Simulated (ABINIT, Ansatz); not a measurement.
# Lattice dynamics of AlInTe3 (Pm-3m) in two programs, part 3 of 4

How does AlInTe3 (Pm-3m) vibrate, and is this structure a minimum?

ABINIT 10.8.3; DFT LDA, scalar-relativistic, plane waves, HGH norm-conserving pseudopotentials.

So far. Step 2 (Relaxing the cell and atoms): The volume changes by +2.1 % from the cell with which this run began. Step 4 (Zone-centre response): The acoustic modes at Γ come out as far as 0.8 cm⁻¹ from zero, where they should vanish, a small numerical error. The lowest optical mode is imaginary, 55i cm⁻¹, an instability at this level and on this k mesh. The relaxed cell has a = 5.305 Å (conventional setting).

The structure was built from a prototype and need not be the compound's stable phase.

## (5) Linear response on the mesh

Linear response treats each wavevector in the unit cell, with no supercell; the 2×2×2 mesh fixes the range of the force constants to be had.

Input file dfpt_q.abi:

```
ndtset 3

# wavevectors
qpt1 0.5 0.0 0.0
qpt2 0.5 0.5 0.0
qpt3 0.5 0.5 0.5

# displacements
getwfk_filepath "gso_WFK"
getwfq_filepath "gso_WFK"
kptopt 3
nqpt 1
rfphon 1
rfatpol 1 5
rfdir 1 1 1
tolvrs 1.0d-10
prtwf 0

# basis, mesh and filling
ecut 20.0
ixc 7
ngkpt 4 4 4
nshiftk 1
shiftk 0.0 0.0 0.0
istwfk *1
occopt 3
tsmear 0.01
nband 19
nstep 100
diemac 1000000.0
prtebands 0
prtgsr 0
useylm 1

# cell and atoms
acell 10.02418514 10.02418514 10.02418514
rprim 
    1.0 0.0 0.0
    0.0 1.0 0.0
    0.0 0.0 1.0
ntypat 3
znucl 49 13 52
natom 5
typat 1 2 3 3 3
xred 
    0.0 0.0 0.0
    0.5 0.5 0.5
    0.5 0.5 0.0
    0.5 0.0 0.5
    0.0 0.5 0.5
pp_dirpath "./pseudo"
pseudos "In.hgh, Al.hgh, Te.hgh"
```

The run is started by

```bash
$ OMP_NUM_THREADS=1 mpirun -n 4 abinit dfpt_q.abi > dfpt_q.log
```

Numbers of over 12 decimals in the logs are rounded to 6 here.

dfpt_q.abo, the main output file:

```text
[banners, grids, parts of the stress and lines that vanish by symmetry left out]
- input  file    -> dfpt_q.abi
- output file    -> dfpt_q.abo
- root for input  files -> dfpt_qi
[...]
DATASET    1 : space group Pm -3 m (#221); Bravais cP (primitive cubic)
[...]
nfft =       91125          nkpt =          64
[...]
DATASET    2 : space group Pm -3 m (#221); Bravais cP (primitive cubic)
[...]
nfft =       91125          nkpt =          64
[...]
DATASET    3 : space group Pm -3 m (#221); Bravais cP (primitive cubic)
[...]
nfft =       91125          nkpt =          64
[...]
== DATASET  1 ==================================================================
[...]
cutoff_energies: {ecut:  20.0, pawecutdg:  -1.0, }
[...]
Exchange-correlation functional for the present dataset will be:
  LDA: Perdew-Wang 92 LSD fit to Ceperley-Alder data - ixc=7
[...]
Perturbation : displacement of atom   1   along direction   1
[...]
-ETOT  1   2732.0508785286      2.660E+03 7.102E+00 3.200E+07
 ETOT  2   1495.1189970175     -1.237E+03 2.427E+00 1.535E+07
 ETOT  3   32.657158285267     -1.462E+03 2.487E-01 3.803E+05
 ETOT  4  7.89693211671150E-02 -3.258E+01 2.783E-02 4.406E+03
 ETOT  5 -0.270686     -3.497E-01 4.411E-03 3.073E+01
[...]
At SCF step   15       vres2   =  4.36E-13 < tolvrs=  1.00E-10 =>converged.
[...]
Perturbation : displacement of atom   1   along direction   2
[...]
-ETOT  1   12.661938803471     -4.607E+01 5.942E+00 4.171E+04
[...]
At SCF step   12       vres2   =  7.33E-11 < tolvrs=  1.00E-10 =>converged.
[...]
Perturbation : displacement of atom   2   along direction   1
[...]
-ETOT  1   1465.2001570310      1.384E+03 1.410E+00 1.646E+07
[...]
At SCF step   14       vres2   =  1.52E-11 < tolvrs=  1.00E-10 =>converged.
[...]
Perturbation : displacement of atom   2   along direction   2
[...]
-ETOT  1   53.412189959981     -1.432E+01 4.145E-01 1.360E+05
[...]
At SCF step   12       vres2   =  8.59E-11 < tolvrs=  1.00E-10 =>converged.
[...]
Perturbation : displacement of atom   3   along direction   1
[...]
-ETOT  1   4794.8022999128      4.373E+03 7.943E+00 5.740E+07
[...]
Perturbation : displacement of atom   3   along direction   2
[...]
-ETOT  1   159.13428682180     -2.105E+02 2.577E+00 4.763E+05
[...]
Perturbation : displacement of atom   3   along direction   3
[...]
-ETOT  1   245.94215077435     -1.420E+02 2.337E+00 6.691E+05
[...]
Perturbation : displacement of atom   5   along direction   1
[...]
-ETOT  1   12157.158936188      1.172E+04 7.369E+00 1.438E+08
[...]
Perturbation : displacement of atom   5   along direction   2
[...]
-ETOT  1   148.53276530575     -2.211E+02 4.660E+00 4.415E+05
[...]
Phonon wavevector (reduced coordinates) :  0.50000  0.00000  0.00000
 Phonon energies in Hartree :
[...]
Phonon frequencies in cm-1    :
- -4.655305E+01 -4.568735E+01 -4.059898E+01 -4.059898E+01 -2.580553E+01
- -2.580553E+01 -2.556046E+01 -1.871193E+01 -1.871193E+01  2.260813E+01
-  2.260813E+01  1.360341E+02  2.597835E+02  2.613392E+02  2.613392E+02
[...]
== DATASET  2 ==================================================================
[...]
cutoff_energies: {ecut:  20.0, pawecutdg:  -1.0, }
[...]
Exchange-correlation functional for the present dataset will be:
  LDA: Perdew-Wang 92 LSD fit to Ceperley-Alder data - ixc=7
[...]
Perturbation : displacement of atom   1   along direction   1
[...]
-ETOT  1   290.60141405833      2.251E+02 2.578E+00 1.815E+06
[...]
Perturbation : displacement of atom   1   along direction   3
[...]
-ETOT  1   9.326819     -4.895E+01 1.101E+00 2.675E+04
[...]
Perturbation : displacement of atom   2   along direction   1
[...]
-ETOT  1   549.55628781152      4.751E+02 1.003E+00 3.141E+06
[...]
Perturbation : displacement of atom   2   along direction   3
[...]
-ETOT  1   45.966612250386     -2.131E+01 4.801E-01 1.045E+05
[...]
Perturbation : displacement of atom   3   along direction   1
[...]
-ETOT  1   1423.7470929436      1.027E+03 1.743E+00 8.971E+06
[...]
Perturbation : displacement of atom   3   along direction   3
[...]
-ETOT  1   213.52743862730     -1.726E+02 1.424E+00 5.287E+05
[...]
Perturbation : displacement of atom   4   along direction   1
[...]
-ETOT  1   774.50254911595      3.779E+02 1.856E+00 4.974E+06
[...]
Perturbation : displacement of atom   4   along direction   2
[...]
-ETOT  1   1978.1189047106      1.563E+03 4.002E+00 1.232E+07
[...]
Perturbation : displacement of atom   4   along direction   3
[...]
-ETOT  1   125.47268687084     -2.423E+02 1.854E+00 3.403E+05
[...]
Phonon wavevector (reduced coordinates) :  0.50000  0.50000  0.00000
 Phonon energies in Hartree :
[...]
Phonon frequencies in cm-1    :
- -5.423164E+01 -5.423164E+01 -5.378036E+01 -2.608823E+01 -2.277687E+01
- -2.277687E+01 -1.732591E+01 -1.732591E+01  2.840471E+01  3.986314E+01
-  1.176316E+02  1.508379E+02  2.587679E+02  2.587679E+02  2.619992E+02
[...]
== DATASET  3 ==================================================================
[...]
cutoff_energies: {ecut:  20.0, pawecutdg:  -1.0, }
[...]
Exchange-correlation functional for the present dataset will be:
  LDA: Perdew-Wang 92 LSD fit to Ceperley-Alder data - ixc=7
[...]
Perturbation : displacement of atom   1   along direction   1
[...]
-ETOT  1   58.617591057062     -4.464E+00 1.159E+00 2.822E+05
[...]
Perturbation : displacement of atom   2   along direction   1
[...]
-ETOT  1   351.06971621504      2.790E+02 1.412E+01 1.422E+06
[...]
Perturbation : displacement of atom   3   along direction   1
[...]
-ETOT  1   420.58045504150      3.357E+01 1.391E+00 1.916E+06
[...]
At SCF step   12       vres2   =  7.82E-12 < tolvrs=  1.00E-10 =>converged.
[...]
Perturbation : displacement of atom   3   along direction   3
[...]
-ETOT  1   941.62017689030      5.363E+02 1.538E+00 4.111E+06
[...]
ETOT 11   8.968356     -1.381E-11 2.602E-11 3.581E-10
 ETOT 12   8.968356      2.558E-12 1.983E-11 4.711E-11
 At SCF step   12       vres2   =  4.71E-11 < tolvrs=  1.00E-10 =>converged.
[...]
Phonon wavevector (reduced coordinates) :  0.50000  0.50000  0.50000
 Phonon energies in Hartree :
[...]
Phonon frequencies in cm-1    :
- -5.335222E+01 -5.335222E+01 -5.335222E+01 -4.829958E+01 -4.829958E+01
- -4.829958E+01  2.513919E+01  2.513919E+01  2.513919E+01  1.207046E+02
-  1.207046E+02  1.622030E+02  2.633552E+02  2.633552E+02  2.633552E+02
[...]
strten2     0.0000000000E+00  0.0000000000E+00  0.0000000000E+00
           strten3     0.0000000000E+00  0.0000000000E+00  0.0000000000E+00
================================================================================
```

The job ended after 17 min (4 MPI ranks of Arm Neoverse V1, shared host; 69 min of CPU time).

Read from the output:

| Item | Value |
| --- | --- |
| lowest mode on the q mesh (acoustic ones at the zone centre apart) | -55.1 cm⁻¹ |

Frequencies (cm⁻¹) before the sum rule at the irreducible wavevectors but Γ, which is solved apart; negative means imaginary. Frequencies by wavevector:

```tsv
q (fractions)	star	mode 1	mode 2	mode 3	mode 4	mode 13	mode 14	mode 15
0.5 0 0	3	-46.55	-45.69	-40.6	-40.6	259.8	261.3	261.3
0.5 0.5 0	3	-54.23	-54.23	-53.78	-26.09	258.8	258.8	262
0.5 0.5 0.5	1	-53.35	-53.35	-53.35	-48.3	263.4	263.4	263.4
```

## (6) Dispersion

anaddb transforms the dynamical matrices to force constants and back along the path; points of the mesh come back as solved, but for the sum rule and, in polar crystals, the LO-TO term at Γ; the rest is interpolation.

Input file anaddb.abi:

```
ddb_filepath "all_DDB"
output_file "anaddb.abo"
outdata_prefix "anaddb"
ifcflag 1
ngqpt 2 2 2
nqshft 1
q1shft 0.0 0.0 0.0
asr 1
chneut 0
dipdip 0
dipquad 0
quadquad 0
enunit 0
eivec 0
nph1l 62
qph1l 
    0.0 0.0 0.0 1.0
    0.0 0.05 0.0 1.0
    0.0 0.1 0.0 1.0
    0.0 0.15 0.0 1.0
    0.0 0.2 0.0 1.0
    0.0 0.25 0.0 1.0
    0.0 0.3 0.0 1.0
    0.0 0.35 0.0 1.0
    0.0 0.4 0.0 1.0
    0.0 0.45 0.0 1.0
    0.0 0.5 0.0 1.0
    0.05 0.5 0.0 1.0
    0.1 0.5 0.0 1.0
    0.15 0.5 0.0 1.0
    0.2 0.5 0.0 1.0
    0.25 0.5 0.0 1.0
    0.3 0.5 0.0 1.0
    0.35 0.5 0.0 1.0
    0.4 0.5 0.0 1.0
    0.45 0.5 0.0 1.0
    0.5 0.5 0.0 1.0
    0.45 0.45 0.0 1.0
    0.4 0.4 0.0 1.0
    0.35 0.35 0.0 1.0
    0.3 0.3 0.0 1.0
    0.25 0.25 0.0 1.0
    0.2 0.2 0.0 1.0
    0.15 0.15 0.0 1.0
    0.1 0.1 0.0 1.0
    0.05 0.05 0.0 1.0
    0.0 0.0 0.0 1.0
    0.05 0.05 0.05 1.0
    0.1 0.1 0.1 1.0
    0.15 0.15 0.15 1.0
    0.2 0.2 0.2 1.0
    0.25 0.25 0.25 1.0
    0.3 0.3 0.3 1.0
    0.35 0.35 0.35 1.0
    0.4 0.4 0.4 1.0
    0.45 0.45 0.45 1.0
    0.5 0.5 0.5 1.0
    0.45 0.5 0.45 1.0
    0.4 0.5 0.4 1.0
    0.35 0.5 0.35 1.0
    0.3 0.5 0.3 1.0
    0.25 0.5 0.25 1.0
    0.2 0.5 0.2 1.0
    0.15 0.5 0.15 1.0
    0.1 0.5 0.1 1.0
    0.05 0.5 0.05 1.0
    0.0 0.5 0.0 1.0
    0.5 0.5 0.5 1.0
    0.5 0.5 0.45 1.0
    0.5 0.5 0.4 1.0
    0.5 0.5 0.35 1.0
    0.5 0.5 0.3 1.0
    0.5 0.5 0.25 1.0
    0.5 0.5 0.2 1.0
    0.5 0.5 0.15 1.0
    0.5 0.5 0.1 1.0
    0.5 0.5 0.05 1.0
    0.5 0.5 0.0 1.0
```

Input file mrgddb.in:

```
all_DDB
merged
4
dfpt_gammao_DDB
dfpt_qo_DS1_DDB
dfpt_qo_DS2_DDB
dfpt_qo_DS3_DDB
```

The run is started by

```bash
$ mrgddb < mrgddb.in > mrgddb.log
$ OMP_NUM_THREADS=1 anaddb anaddb.abi > anaddb.log
```

anaddb.abo, the main output file:

```text
[banners, grids, parts of the stress and lines that vanish by symmetry left out]
-outvars_anaddb: echo values of input variables ----------------------

 Flags :
[...]
Phonon wavevector (reduced coordinates) :  0.00000  0.00000  0.00000
 Phonon energies in Hartree :
[...]
Phonon frequencies in cm-1    :
- -5.510364E+01 -5.510364E+01 -5.510364E+01 -3.231417E+01 -3.231417E+01
- -3.231417E+01 -2.377672E+01 -2.377672E+01 -2.377672E+01  5.729283E-03
-  5.748466E-03  5.805643E-03  2.608917E+02  2.608917E+02  2.608917E+02
[...]
Phonon wavevector (reduced coordinates) :  0.00000  0.05000  0.00000
 Phonon energies in Hartree :
[...]
Phonon frequencies in cm-1    :
- -5.478455E+01 -5.478455E+01 -5.385781E+01 -3.209275E+01 -3.209275E+01
- -2.964925E+01 -2.458640E+01 -2.367351E+01 -2.367351E+01  2.647806E+00
-  2.647806E+00  1.330132E+01  2.608796E+02  2.609022E+02  2.609022E+02
[...]
Phonon wavevector (reduced coordinates) :  0.00000  0.10000  0.00000
 Phonon energies in Hartree :
[...]
Phonon frequencies in cm-1    :
- -5.385062E+01 -5.385062E+01 -5.152017E+01 -3.145884E+01 -3.145884E+01
- -2.679804E+01 -2.528582E+01 -2.336926E+01 -2.336926E+01  5.347177E+00
-  5.347177E+00  3.284978E+01  2.608413E+02  2.609328E+02  2.609328E+02
[...]
Phonon wavevector (reduced coordinates) :  0.00000  0.15000  0.00000
 Phonon energies in Hartree :
[...]
Phonon frequencies in cm-1    :
- -5.237161E+01 -5.237161E+01 -4.968837E+01 -3.050398E+01 -3.050398E+01
- -2.991888E+01 -2.379087E+01 -2.287975E+01 -2.287975E+01  8.133373E+00
-  8.133373E+00  5.465873E+01  2.607721E+02  2.609808E+02  2.609808E+02
[...]
Phonon wavevector (reduced coordinates) :  0.00000  0.20000  0.00000
 Phonon energies in Hartree :
[...]
Phonon frequencies in cm-1    :
- -5.046248E+01 -5.046248E+01 -4.842775E+01 -3.343917E+01 -2.937609E+01
- -2.937609E+01 -2.376302E+01 -2.223164E+01 -2.223164E+01  1.100263E+01
[...]
Phonon wavevector (reduced coordinates) :  0.00000  0.25000  0.00000
 Phonon energies in Hartree :
[...]
Phonon frequencies in cm-1    :
[...]
Phonon wavevector (reduced coordinates) :  0.00000  0.30000  0.00000
 Phonon energies in Hartree :
[...]
Phonon frequencies in cm-1    :
[...]
Phonon wavevector (reduced coordinates) :  0.00000  0.35000  0.00000
 Phonon energies in Hartree :
[...]
Phonon frequencies in cm-1    :
[...]
Phonon wavevector (reduced coordinates) :  0.00000  0.40000  0.00000
 Phonon energies in Hartree :
[...]
Phonon frequencies in cm-1    :
[...]
Phonon wavevector (reduced coordinates) :  0.00000  0.45000  0.00000
 Phonon energies in Hartree :
[...]
Phonon frequencies in cm-1    :
[...]
Phonon wavevector (reduced coordinates) :  0.00000  0.50000  0.00000
 Phonon energies in Hartree :
[...]
Phonon frequencies in cm-1    :
[...]
Phonon wavevector (reduced coordinates) :  0.05000  0.50000  0.00000
 Phonon energies in Hartree :
[...]
Phonon frequencies in cm-1    :
[...]
Phonon wavevector (reduced coordinates) :  0.10000  0.50000  0.00000
 Phonon energies in Hartree :
[...]
Phonon frequencies in cm-1    :
[...]
Phonon wavevector (reduced coordinates) :  0.15000  0.50000  0.00000
 Phonon energies in Hartree :
[...]
Phonon frequencies in cm-1    :
[...]
Phonon wavevector (reduced coordinates) :  0.25000  0.25000  0.25000
 Phonon energies in Hartree :
[...]
Phonon frequencies in cm-1    :
[...]
-  8.634104E+01  1.128832E+02  2.602657E+02  2.602657E+02  2.622075E+02
  Phonon wavevector (reduced coordinates) :  0.30000  0.30000  0.30000
 Phonon energies in Hartree :
[...]
Phonon frequencies in cm-1    :
- -4.941970E+01 -4.941970E+01 -4.722880E+01 -4.006353E+01 -4.006353E+01
- -3.680153E+01 -1.038945E+01  1.944323E+01  1.944323E+01  9.913084E+01
-  9.913084E+01  1.302240E+02  2.605843E+02  2.605843E+02  2.623918E+02
  Phonon wavevector (reduced coordinates) :  0.35000  0.35000  0.35000
 Phonon energies in Hartree :
[...]
Phonon frequencies in cm-1    :
- -5.075453E+01 -5.075453E+01 -5.000226E+01 -4.328752E+01 -4.328752E+01
- -4.120269E+01  1.519407E+01  2.235205E+01  2.235205E+01  1.088257E+02
[...]
Phonon wavevector (reduced coordinates) :  0.40000  0.40000  0.40000
 Phonon energies in Hartree :
[...]
Phonon frequencies in cm-1    :
[...]
Phonon wavevector (reduced coordinates) :  0.45000  0.45000  0.45000
 Phonon energies in Hartree :
[...]
Phonon frequencies in cm-1    :
[...]
Phonon wavevector (reduced coordinates) :  0.50000  0.50000  0.50000
 Phonon energies in Hartree :
[...]
Phonon frequencies in cm-1    :
[...]
Phonon wavevector (reduced coordinates) :  0.50000  0.50000  0.05000
 Phonon energies in Hartree :
[...]
Phonon frequencies in cm-1    :
[...]
Phonon wavevector (reduced coordinates) :  0.50000  0.50000  0.00000
 Phonon energies in Hartree :
[...]
Phonon frequencies in cm-1    :
[...]
- -2.276812E+01 -1.727729E+01 -1.727729E+01  2.843431E+01  3.980701E+01
-  1.176018E+02  1.508147E+02  2.587733E+02  2.587733E+02  2.619998E+02
-
```

Elapsed: 0.54 s, on 1 thread.

Read from the output:

```
lowest frequency on the path : -55.10 cm⁻¹
```

Anaddb. Phonon branches along the path, in cm⁻¹:

```tsv
point	branch 1	branch 2	branch 3	branch 4	branch 12	branch 13	branch 14	branch 15
Γ	-55	-55	-55	-32	0	261	261	261
halfway	-48	-48	-48	-37	93	260	261	261
X	-46	-46	-41	-41	136	260	261	261
halfway	-52	-50	-42	-35	139	259	260	262
M	-54	-54	-54	-26	151	259	259	262
halfway	-51	-42	-42	-40	104	260	261	261
Γ	-55	-55	-55	-32	0	261	261	261
halfway	-48	-48	-44	-36	113	260	260	262
R	-53	-53	-53	-48	162	263	263	263
halfway	-52	-51	-43	-41	142	260	261	262
X	-46	-46	-41	-41	136	260	261	261
jump to R	-53	-53	-53	-48	162	263	263	263
halfway	-54	-52	-52	-41	153	261	261	263
M	-54	-54	-54	-26	151	259	259	262
```

The path dips to 55i cm⁻¹.

## (7) Density of states

Sums over the zone need many more wavevectors than were solved, so the interpolation is sampled on a dense mesh.

Input file anaddb.abi:

```
ddb_filepath "all_DDB"
output_file "anaddb.abo"
outdata_prefix "anaddb"
ifcflag 1
ngqpt 2 2 2
nqshft 1
q1shft 0.0 0.0 0.0
asr 1
chneut 0
dipdip 0
dipquad 0
quadquad 0
prtdos 2
ng2qpt 8 8 8
dosdeltae 4.5563e-06
ntemper 11
temperinc 100.0
tempermin 0.0
```

The run is started by

```bash
$ OMP_NUM_THREADS=1 anaddb anaddb.abi > anaddb.log
```

anaddb.abo, the main output file:

```text
-outvars_anaddb: echo values of input variables ----------------------

 Flags :
     ifcflag         1
 Miscellaneous information :
         asr         1
      chneut         0
 Interatomic Force Constants Inputs :
      dipdip         0
     dipquad         0
    quadquad         0
      ifcana         0
      ifcout         0
 Description of grid 1 :
        brav         1
       ngqpt         2         2         2
      nqshft         1
      q1shft
                     0.00000000E+00  0.00000000E+00  0.00000000E+00
 Phonon DOS information :
   dosdeltae  4.55630000E-06
    dossmear  4.55633525E-06
 Description of grid 2 (Fourier interp. or BZ sampling):
      ng2qpt         8         8         8
      ngrids         4
      q2shft         0.00000000E+00  0.00000000E+00  0.00000000E+00

================================================================================

 read the DDB information and perform some checks

  ==== Info on the Cryst% object ====
 Real(R)+Recip(G) space primitive vectors, cartesian coordinates (Bohr,Bohr^-1):
 R(1)= 10.0241851  0.0000000  0.0000000  G(1)=  0.0997587  0.0000000  0.0000000
 R(2)=  0.0000000 10.0241851  0.0000000  G(2)=  0.0000000  0.0997587  0.0000000
 R(3)=  0.0000000  0.0000000 10.0241851  G(3)=  0.0000000  0.0000000  0.0997587
 Unit cell volume ucvol=  1.0072731E+03 bohr^3
 Angles (23,13,12)=  9.00000000E+01  9.00000000E+01  9.00000000E+01 degrees
 Time-reversal symmetry is present
 Reduced atomic positions [iatom, xred, symbol]:
    1)    0.0000000  0.0000000  0.0000000  In
    2)    0.5000000  0.5000000  0.5000000  Al
    3)    0.5000000  0.5000000  0.0000000  Te
    4)    0.5000000  0.0000000  0.5000000  Te
    5)    0.0000000  0.5000000  0.5000000  Te

 DDB file with 4 blocks has been read.

================================================================================

 Calculation of the interatomic forces

       Homogeneous q point set in the B.Z.
 Grid q points  :        8
  1)   0.00000000E+00  0.00000000E+00  0.00000000E+00
  2)   5.00000000E-01  0.00000000E+00  0.00000000E+00
  3)   0.00000000E+00  5.00000000E-01  0.00000000E+00
  4)   5.00000000E-01  5.00000000E-01  0.00000000E+00
  5)   0.00000000E+00  0.00000000E+00  5.00000000E-01
  6)   5.00000000E-01  0.00000000E+00  5.00000000E-01
  7)   0.00000000E+00  5.00000000E-01  5.00000000E-01
  8)   5.00000000E-01  5.00000000E-01  5.00000000E-01

 The interatomic forces have been obtained

================================================================================

 Calculation of phonon density of states

 Average speed of sound partial sums:     0.1362478593E-02 (at units)
-                                   =           2.9807 [km/s]

 Debye frequency from partial sums:     0.5297824834E-03 (Ha)
-                                 =     0.3485801287E+01 (THz)
-Debye temperature from partial sums:     0.1672920768E+03 (K)

 Average speed of sound:     0.6118593950E-04 (at units)
-                      =           0.1339 [km/s]

 Debye frequency from DOS:     0.2379137488E-04 (Ha)
-                        =     0.1565397267E+00 (THz)
-Debye temperature from DOS:     0.7512721991E+01 (K)

-
```

Run time: 0.65 s. Hardware: 1 thread.

This step gave:

```
share of modes beyond 3i cm⁻¹ on the dense interpolated mesh : 0.5068
```

The phonon density of states has structure finer than the step of the table below, so its rows give means over 10 cm⁻¹, whole bins alone (the curve runs from -85.1 to 293 cm⁻¹). Peaks (cm⁻¹: height): -51.1: 0.391, 260.9: 0.980.

Tetrahedra. The phonon density of states by wavenumber; means over each step:

```tsv
wavenumber (cm⁻¹)	phonon density of states (1/cm⁻¹/cell)
-70	0
-60	6.5e-4
-50	0.230
-40	0.173
-30	0.165
-20	0.124
-10	0.0595
0	0.0353
10	0.0385
20	0.0660
30	0.0308
40	0.0229
50	0.0267
60	0.0192
70	0.0175
80	0.0172
90	0.0233
100	0.0263
110	0.0302
120	0.0193
130	0.0229
140	0.0277
150	0.0147
160	0.00183
170	0
180	0
190	0
200	0
210	0
220	0
230	0
240	0
250	0
260	0.314
270	0
```

(Continued in part 4 of 4.)

[Host names and launcher messages were left out of these logs when they were recorded.]

[Logs are printed without paths, hosts, clocks, repeated set-up lines and the standing remarks that a program may print on its own settings, such as how far it seeks lower states.]

[Hosts, paths, dates, database ids (printed as entryN), source tags and the programs' standing remarks are cut or masked in the printed files.]
